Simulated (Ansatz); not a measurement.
**Quasiparticle gap of Bi2S2O (P4/nmm)**

Wanted: the gap of Bi2S2O (P4/nmm) with a many-body correction, and the time that it takes.

Program: Ansatz 0.2.0. Level of theory: r2SCAN, then G0W0 on it, plane waves, PAW. Results are calculated unless marked as measured.

This is a report of a sequence of runs, with most program output left out.

In doubt: masses and optical values from hybrid runs of this build are listed as unsure (in some of the runs), which bears on the screening that GW takes from such a start.

## 1. The structure

The structure is tetragonal, space group P4/nmm (No. 129). Conventional cell: a = 3.954 Å, b = 3.954 Å, c = 14.051 Å, α = 90.00°, β = 90.00°, γ = 90.00°. Bi has 5 S at 2.52 to 2.82 Å nearest. Nearest to Bi lie 4 O at 2.34 Å and 4 S at 3.12 Å. S has 4 Bi at 2.82 Å nearest. S has 5 Bi at 2.52 to 3.12 Å nearest. O has 4 Bi at 2.34 Å nearest. Farther neighbours and most contacts between anions are not listed.

The cell and positions are those that the Materials Project relaxed with its own functionals (PBE, PBE+U or r2SCAN), kept fixed. Spin-orbit coupling is left out unless a step names it. The default PAW set here is soft_2. Its files were made with PBE.

## 2. The r2SCAN band structure

Levels along a band path and on the mesh show where this functional puts the band edges.

This step: DFT, r2SCAN, plane waves, PAW.

Contents of input.yaml:

```yaml
crystal:
  lattice:
    - [3.95410139, 0.0, 0.0]
    - [0.0, 3.95410139, 0.0]
    - [0.0, 0.0, 14.05057958]
  atoms:
    - { symbol: Bi, position: [0.0, 0.5, 0.86649583] }
    - { symbol: Bi, position: [0.5, 0.0, 0.13350417] }
    - { symbol: Bi, position: [0.5, 0.0, 0.58909314] }
    - { symbol: Bi, position: [0.0, 0.5, 0.41090686] }
    - { symbol: S, position: [0.5, 0.0, 0.89431341] }
    - { symbol: S, position: [0.0, 0.5, 0.10568659] }
    - { symbol: S, position: [0.0, 0.5, 0.68748752] }
    - { symbol: S, position: [0.5, 0.0, 0.31251248] }
    - { symbol: O, position: [0.0, 0.0, 0.5] }
    - { symbol: O, position: [0.5, 0.5, 0.5] }
kpoints:
  mp_grid: { grid: [6, 6, 2] }
  band_path:
    path:
      - [[0.0, 0.0, 0.0], [0.0, 0.5, 0.0], [0.5, 0.5, 0.0], [0.0, 0.0, 0.0], [0.0, 0.0, 0.5], [0.0, 0.5, 0.5], [0.5, 0.5, 0.5], [0.0, 0.0, 0.5]]
      - [[0.0, 0.5, 0.0], [0.0, 0.5, 0.5]]
      - [[0.5, 0.5, 0.0], [0.5, 0.5, 0.5]]
    npoints: 10
hamiltonian:
  xc: r2scan
scf:
  occupations: { method: fermi_dirac, width: 0.02 }
  n_extra_bands: 7
output:
  eigenvalues: true
  write_density: true
  write_potential: true
  elf: true
  volumetric_format: npy
```

The run is started by

```
> ansatz run input.yaml --threads 3 --pin off --max-ram 92160MiB --backend cuda --events-out ev --progress --plain --runs-dir out --devices 1 --max-vram 13GiB
```

The job ended after 14 s (1 × NVIDIA H100 80GB HBM3 (shared by 6 runs) with 3 threads of AMD EPYC 7R13 (Zen 3), shared host; peak memory 1.3 GiB; 12 s of CPU time).

This step gave:

```
filled bands         : 48
gap                  : 1.191 eV
valence top at       : X
conduction bottom at : X
least direct gap     : 1.191 eV
```

Over mesh and path the gap is 1.191 eV, direct, at k = (0.000, 0.500, 0.000).

Electronic bands along the path, in eV, zero at the top of the highest nominally filled band:

```
    point  band 45  band 46  band 47  band 48  band 49  band 50  band 51  band 52
        Γ    -1.15    -1.05    -0.90    -0.90     1.75     2.54     4.15     4.38
  halfway    -1.03    -0.88    -0.80    -0.71     2.81     3.03     3.06     3.34
        X    -0.54    -0.54     0.00     0.00     1.19     1.19     1.64     1.64
  halfway    -1.36    -1.36    -0.94    -0.94     3.00     3.00     3.73     3.73
        M    -1.62    -1.62    -1.34    -1.34     3.21     3.21     4.27     4.27
  halfway    -1.14    -1.05    -0.50    -0.45     1.93     2.21     2.66     3.64
        Γ    -1.15    -1.05    -0.90    -0.90     1.75     2.54     4.15     4.38
  halfway    -1.22    -1.03    -0.89    -0.89     1.79     2.61     4.11     4.42
        Z    -1.22    -1.07    -0.88    -0.88     1.84     2.65     4.13     4.47
  halfway    -1.04    -0.79    -0.76    -0.62     2.67     3.09     3.12     3.31
        R    -0.56    -0.56     0.00     0.00     1.20     1.20     1.64     1.64
  halfway    -1.30    -1.30    -1.28    -1.28     3.28     3.28     3.46     3.46
        A    -1.66    -1.66    -1.21    -1.21     3.39     3.39     4.06     4.06
  halfway    -1.12    -0.97    -0.59    -0.34     1.93     2.17     2.64     3.99
        Z    -1.22    -1.07    -0.88    -0.88     1.84     2.65     4.13     4.47
jump to X    -0.54    -0.54     0.00     0.00     1.19     1.19     1.64     1.64
  halfway    -0.55    -0.55     0.00     0.00     1.19     1.19     1.64     1.64
        R    -0.56    -0.56     0.00     0.00     1.20     1.20     1.64     1.64
jump to M    -1.62    -1.62    -1.34    -1.34     3.21     3.21     4.27     4.27
  halfway    -1.64    -1.64    -1.27    -1.27     3.29     3.29     4.16     4.16
        A    -1.66    -1.66    -1.21    -1.21     3.39     3.39     4.06     4.06
```

Electrostatic potential energy in the ac plane at fractional y = 0.000, with atoms of Bi and S and O within 0.2 Å of it. With pseudopotentials it is smooth inside the atoms' cores, unlike the true potential.

Ten even steps from '_' (-75 eV) to '@' (14 eV), each cell a mean:
```
@@@@@@@@@@@@@@@@@@@@@@@@@@@@
@@@@@@@@%%**++++++##%%@@@@@@
@@@@@@@@##++++**++++%%@@@@@@
@@@@@@@@@@##******%%@@@@@@@@
@@@@@@@@@@@@@@@@@@@@@@@@@@@@
@@@@@@@@@@@@@@@@@@@@@@@@@@@@
@@@@@@@@@@@@@@@@@@@@@@@@@@@@
@@@@@@@@@@@@%%%%@@@@@@@@@@@@
@@@@@@@@##++==--==**%%@@@@@@
@@@@@@%%++..______::**%%@@@@
%%%%@@%%**--......==##%%@@%%
--++##@@@@%%######%%@@@@**==
++**%%@@@@@@@@@@@@@@@@@@##++
@@@@@@@@@@@@@@@@@@@@@@@@@@@@
@@@@@@@@@@@@@@%%@@@@@@@@@@@@
@@@@@@@@%%**++++++##@@@@@@@@
@@@@@@@@##++++**++**%%@@@@@@
@@@@@@@@@@##******%%@@@@@@@@
@@@@@@@@@@%%%%%%%%@@@@@@@@@@
@@@@@@%%##++--::--**%%@@@@@@
@@@@@@%%++..______::**%%@@@@
@@@@@@%%##--....::++##%%@@@@
@@@@@@@@@@%%%%%%%%%%@@@@@@@@
@@@@@@@@@@@@@@@@@@@@@@@@@@@@
```
Columns run along a (4.0 Å; values clipped at the 3rd and 97th percentile), rows up along c (14.1 Å). Atoms in or near the plane, at fractional coordinates: Bi at (0.50, 0.13), Bi at (0.50, 0.59), S at (0.50, 0.89), S at (0.50, 0.31), O at (0.00, 0.50).

ELF in the ac plane at fractional y = 0.000, with atoms of Bi and S and O within 0.2 Å of it. It is the smooth field of the valence electrons, not physical close to the nuclei.

Values, 24 rows by 14 columns, each cell a mean:
```
0.02 0.04 0.17 0.40 0.62 0.76 0.82 0.84 0.81 0.72 0.56 0.33 0.11 0.03
0.04 0.11 0.39 0.68 0.82 0.83 0.72 0.65 0.75 0.84 0.80 0.61 0.28 0.08
0.06 0.15 0.45 0.73 0.81 0.64 0.23 0.09 0.33 0.75 0.81 0.66 0.33 0.11
0.05 0.11 0.34 0.63 0.80 0.85 0.81 0.78 0.83 0.84 0.76 0.55 0.24 0.09
0.03 0.04 0.11 0.27 0.48 0.66 0.74 0.76 0.73 0.61 0.42 0.21 0.08 0.04
0.02 0.02 0.02 0.03 0.06 0.11 0.16 0.17 0.15 0.09 0.05 0.03 0.02 0.02
0.03 0.03 0.03 0.03 0.03 0.05 0.08 0.09 0.07 0.04 0.03 0.03 0.03 0.03
0.04 0.04 0.05 0.11 0.24 0.38 0.44 0.46 0.43 0.34 0.20 0.09 0.05 0.04
0.03 0.05 0.13 0.32 0.46 0.48 0.41 0.38 0.43 0.49 0.43 0.26 0.09 0.04
0.15 0.12 0.17 0.33 0.44 0.27 0.13 0.23 0.14 0.35 0.44 0.28 0.14 0.13
0.70 0.65 0.44 0.27 0.32 0.34 0.25 0.23 0.27 0.36 0.29 0.30 0.53 0.67
0.52 0.71 0.79 0.55 0.24 0.22 0.29 0.31 0.27 0.20 0.30 0.65 0.80 0.66
0.67 0.76 0.75 0.54 0.22 0.07 0.06 0.06 0.05 0.09 0.30 0.62 0.77 0.73
0.53 0.47 0.30 0.14 0.07 0.09 0.13 0.15 0.12 0.08 0.08 0.18 0.36 0.49
0.06 0.06 0.10 0.26 0.47 0.64 0.70 0.71 0.69 0.59 0.41 0.20 0.08 0.06
0.04 0.12 0.45 0.74 0.85 0.82 0.63 0.52 0.69 0.85 0.84 0.68 0.32 0.09
0.05 0.20 0.61 0.81 0.86 0.69 0.24 0.08 0.35 0.79 0.86 0.77 0.48 0.14
0.03 0.13 0.42 0.65 0.75 0.78 0.74 0.70 0.75 0.78 0.73 0.60 0.32 0.09
0.02 0.05 0.14 0.27 0.39 0.46 0.50 0.50 0.49 0.44 0.36 0.24 0.10 0.04
0.04 0.06 0.15 0.27 0.36 0.37 0.31 0.29 0.33 0.38 0.34 0.24 0.11 0.05
0.06 0.09 0.22 0.37 0.43 0.25 0.12 0.23 0.13 0.33 0.44 0.33 0.17 0.08
0.05 0.08 0.19 0.35 0.45 0.41 0.29 0.24 0.31 0.44 0.43 0.31 0.14 0.07
0.03 0.04 0.08 0.20 0.34 0.43 0.48 0.49 0.47 0.41 0.30 0.16 0.06 0.04
0.01 0.02 0.03 0.06 0.11 0.17 0.21 0.22 0.20 0.15 0.09 0.05 0.02 0.02
```
Columns run along a (4.0 Å), rows up along c (14.1 Å). Atoms in or near the plane, at fractional coordinates: Bi at (0.50, 0.13), Bi at (0.50, 0.59), S at (0.50, 0.89), S at (0.50, 0.31), O at (0.00, 0.50).

## 3. The quasiparticle correction

G0W0 replaces the xc potential by a self-energy built once from the orbitals of the start. Levels are corrected in the window of bands that the input names, at points of the mesh.

This step: G0W0 on r2SCAN, plane waves, PAW.

input.yaml, the sections that differ from step 2:

```yaml
kpoints:
  mp_grid: { grid: [4, 4, 2] }
scf:
  occupations: { method: fixed }
gw:
  n_empty_bands: 1009
  ecut_chi: 160.0
  qp_bands: [v3, c3]
  qp_kpoints: band_edges
  screening: { model: contour_deformation }
# crystal, hamiltonian: as in step 2
# output: removed
```

The job ended after 76 s (1 × NVIDIA H100 80GB HBM3 (shared by 6 runs) with 3 threads; peak memory 4.6 GiB).

This step gave:

- bands summed: 1057
- RPA ε∞ on this mesh (eigenvalues): 8.050, 21.87, 21.87
- plane waves in the screening matrix: 989
- q-points in the mesh: 32
- G0W0 gap over the corrected points: 1.377 eV
- k of the valence top: 0, -0.5, 0
- k of the conduction bottom: 0, -0.5, 0
- starting gap on the mesh: 1.189 eV
- Z at the valence top: 0.7495
- Z at the conduction bottom: 0.7681
- least direct G0W0 gap over the corrected points: 1.377 eV

Over 7 of 12 irreducible mesh points the G0W0 gap is 1.377 eV, direct, at k = (0.000, -0.500, 0.000). The r2SCAN gap of this run on the mesh is 1.189 eV. The two states that bound the G0W0 gap lie that far apart at the start, so the correction of the gap is 1.377 − 1.189 = +0.188 eV. The start of this run differs from the step before in mesh (6×6×2 and 4×4×2).

Labels follow the order of the start: v1 is the top filled band, c1 the lowest empty one; levels that stay degenerate share a row, the window can cut a multiplet, doubted levels are not marked in this list, bands outside the window were not corrected, and the list may be a part of the corrected levels. The levels before and after the correction (eV, zero at the valence-band top of each column):

```
           conduction bottom  valence top
Kohn-Sham               1.19         0.00
     G0W0               1.38         0.00
```

```
                      level  occupation  energy (eV)
Kohn-Sham     (0 -0.5 0) v3           2       -0.557
Kohn-Sham  (0 -0.5 0) v2-v1           2        0.000
Kohn-Sham  (0 -0.5 0) c1-c2           0        1.189
Kohn-Sham     (0 -0.5 0) c3           0        1.637
     G0W0     (0 -0.5 0) v3           2       -0.537
     G0W0  (0 -0.5 0) v2-v1           2        0.000
     G0W0  (0 -0.5 0) c1-c2           0        1.377
     G0W0     (0 -0.5 0) c3           0        1.935
```

The parts of the quasiparticle energy for the two states that bound the G0W0 gap, in eV on the run's own scale (QP = start + Σx + Σc − Vxc, with Σc at the quasiparticle energy):

```
             edge                       k  band  start       Σx      Σc      Vxc      Z     QP
      valence top  (0.000, -0.500, 0.000)    47  8.437  −17.492   0.805  −16.393  0.750  8.143
conduction bottom  (0.000, -0.500, 0.000)    49  9.626  −10.637  −3.242  −13.773  0.768  9.520
```

## 4. Spin-orbit coupling in r2SCAN

This run has two-component orbitals with spin-orbit coupling.

This step: DFT, r2SCAN with spin-orbit coupling, plane waves, PAW.

input.yaml, the sections that differ from step 3:

```yaml
kpoints:
  mp_grid: { grid: [6, 6, 2] }
  band_path:
    path:
      - [0.0, 0.0, 0.0]
      - [0.0, 0.5, 0.0]
      - [0.5, 0.5, 0.0]
      - [0.0, 0.0, 0.5]
      - [0.0, 0.5, 0.5]
      - [0.5, 0.5, 0.5]
    npoints: 1
scf:
  occupations: { method: fermi_dirac, width: 0.02 }
  n_extra_bands: 14
magnetization:
  noncollinear: true
  spin_orbit: true
output:
  eigenvalues: true
# crystal, hamiltonian: as in step 3
# gw: removed
```

The job ended after 13 s (1 × NVIDIA H100 80GB HBM3 (shared by 6 runs) with 3 threads; peak memory 1.4 GiB).

This step gave:

```
gap                  : 0.6350 eV
valence top at       : R
conduction bottom at : X
least direct gap     : 0.6356 eV
```

Over mesh and listed points the gap is 0.635 eV, from k = (0.000, 0.500, 0.500) to k = (0.000, 0.500, 0.000), and equal within 1 meV to the least direct gap at k = (0.000, 0.500, 0.000). r2SCAN+SOC against r2SCAN: 0.635 − 1.191 = −0.556 eV. Mesh, set of files and cutoff are the same, but the valence top lies at another k point, so this need not be the shift of one pair of states. The spin-orbit run sees mesh and listed points alone, so its gap is an upper bound: the coupling can move an edge off these points, and the change over the zone, its sign included where it is small, is not known.

## 5. The runs together

Each gap is the least one over the points named; times are wall times on shared hosts, not benchmarks. A G0W0 time includes the run's own self-consistent start. Runs with listed points see these and the mesh alone, so an edge that moves elsewhere is missed. Rows marked * are further runs, not shown as steps, whose inputs differ from the G0W0 step on the same start in the columns given; solver thresholds can differ too. Symmetry makes (0.000, 0.500, 0.000) and (0.000, -0.500, 0.000) one point.

```
       level   mesh       files, cutoff     bands summed, screening                           points  gap (eV)             valence top       conduction bottom  least direct gap (eV)  time
      r2SCAN  6×6×2  soft_2 PAW, 500 eV                           -                    mesh and path     1.191   (0.000, 0.500, 0.000)   (0.000, 0.500, 0.000)                  1.191  14 s
  r2SCAN+SOC  6×6×2  soft_2 PAW, 500 eV                           -           mesh and listed points     0.635   (0.000, 0.500, 0.500)   (0.000, 0.500, 0.000)                  0.636  13 s
G0W0@r2SCAN*  4×4×2  soft_2 PAW, 500 eV                  213, 48 eV  7 of 12 irreducible mesh points     1.206  (0.000, -0.500, 0.000)  (0.000, -0.500, 0.000)                  1.206  28 s
G0W0@r2SCAN*  4×4×2  soft_2 PAW, 500 eV                  517, 96 eV  7 of 12 irreducible mesh points     1.283  (0.000, -0.500, 0.000)  (0.000, -0.500, 0.000)                  1.283  46 s
 G0W0@r2SCAN  4×4×2  soft_2 PAW, 500 eV                1057, 160 eV  7 of 12 irreducible mesh points     1.377  (0.000, -0.500, 0.000)  (0.000, -0.500, 0.000)                  1.377  76 s
G0W0@r2SCAN*  4×4×2  soft_2 PAW, 500 eV  1057, 160 eV, plasmon pole  7 of 12 irreducible mesh points     1.358  (0.000, -0.500, 0.000)  (0.000, -0.500, 0.000)                  1.358  79 s
```

## 6. Outcome

- r2SCAN gap over mesh and path: 1.191 eV, direct, at k = (0.000, 0.500, 0.000)
- G0W0@r2SCAN gap over 7 of 12 irreducible mesh points: 1.377 eV, direct, at k = (0.000, -0.500, 0.000)
- r2SCAN+SOC gap over mesh and listed points: 0.635 eV
- GW settings: 4×4×2 mesh, 1009 empty bands, screening to 160 eV
- known limits: finite bands, screening cutoff and k mesh; no spin-orbit coupling in G0W0

**Reading.** Over 7 of 12 irreducible mesh points the G0W0 gap is 1.377 eV, direct, at k = (0.000, -0.500, 0.000). The r2SCAN gap of this run on the mesh is 1.189 eV. The two states that bound the G0W0 gap lie that far apart at the start, so the correction of the gap is 1.377 − 1.189 = +0.188 eV. The valence state moves by 8.143 − 8.437 = −0.294 eV and the conduction state by 9.520 − 9.626 = −0.106 eV, on the run's own scale; with 213 bands the edge states move by +0.397 and +0.414 eV, so the split between the edges depends on the bands and cutoff. Both edges that r2SCAN shows over mesh and path lie at k points where levels were corrected. Levels at other points were not corrected, so a lower G0W0 gap elsewhere in the zone is not ruled out. From 213 bands and 48 eV to 1057 bands and 160 eV the gap moves by 1.377 − 1.206 = +0.171 eV (rung by rung 1.206, 1.283, 1.377 eV); bands and screening cutoff rise together, so their parts are not told apart. A line in one over the bands through the two highest rungs gives 1.377 + (1.377 − 1.283) × 517 / (1057 − 517) = 1.467 eV, and through the pair below 1.283 + (1.283 − 1.206) × 213 / (517 − 213) = 1.337 eV. The two differ by 0.130 eV, not under the 0.030 eV asked, so the law does not hold well over these rungs and the limit is not known. With the plasmon pole model in place of the contour deformation model and all else as in the G0W0@r2SCAN row with 1057 bands, the gap differs by 1.358 − 1.377 = −0.019 eV. G0W0 on other starts in this series, not shown as steps and not all at these settings: 1.462 eV on HSE06 (4×4×2, soft_2 PAW, 1057 bands, 160 eV) and 1.244 eV on LDA (4×4×2, soft_2 PAW, 1057 bands, 160 eV). r2SCAN+SOC against r2SCAN: 0.635 − 1.191 = −0.556 eV. Mesh, set of files and cutoff are the same, but the valence top lies at another k point, so this need not be the shift of one pair of states. The spin-orbit run sees mesh and listed points alone, so its gap is an upper bound: the coupling can move an edge off these points, and the change over the zone, its sign included where it is small, is not known. What spin-orbit coupling does to the G0W0 levels was not computed, so no sum with the G0W0 gap is formed. The G0W0 runs are scalar-relativistic. No pair of G0W0 runs that differ in the mesh alone is shown (4×4×2 is a supercell whose nearest images lie 16 Å apart), so the error from the mesh is not known here. G0W0@r2SCAN runs of this series with other atomic data on the same mesh, not shown as steps, give 1.346 eV (hard PAW, 1050 eV, 1560 bands, screening to 208 eV); where bands and cutoffs differ too, the part of the files is not isolated.

[Paths, hosts, dates, memory and timing lines, banners, echoed tables and standing remarks are left out of the program output.]

[Logs are printed without paths, hosts, clocks, repeated set-up lines and the standing remarks that a program may print on its own settings, such as how far it seeks lower states.]

[Runs of the session that timed out or met a known fault of the program may be left out.]

[Cells called generated may have been cut or substituted from an entry of the Crystallography Open Database or the Materials Project.]

[Hosts, paths, dates, database ids (printed as entryN), source tags and the programs' standing remarks are cut or masked in the printed files.]

[Where an RPA ε∞ is given, it is that of the G0W0 mesh and is not shown converged in it. Names of k-points follow the symmetry that the program found, which can be lower than the space group named. Band edges on a path are those of the sampled points; other points can move an edge, and change direct to indirect where valleys lie close.]

[Hybrid gaps are those of their k-mesh and are not shown converged in it.]
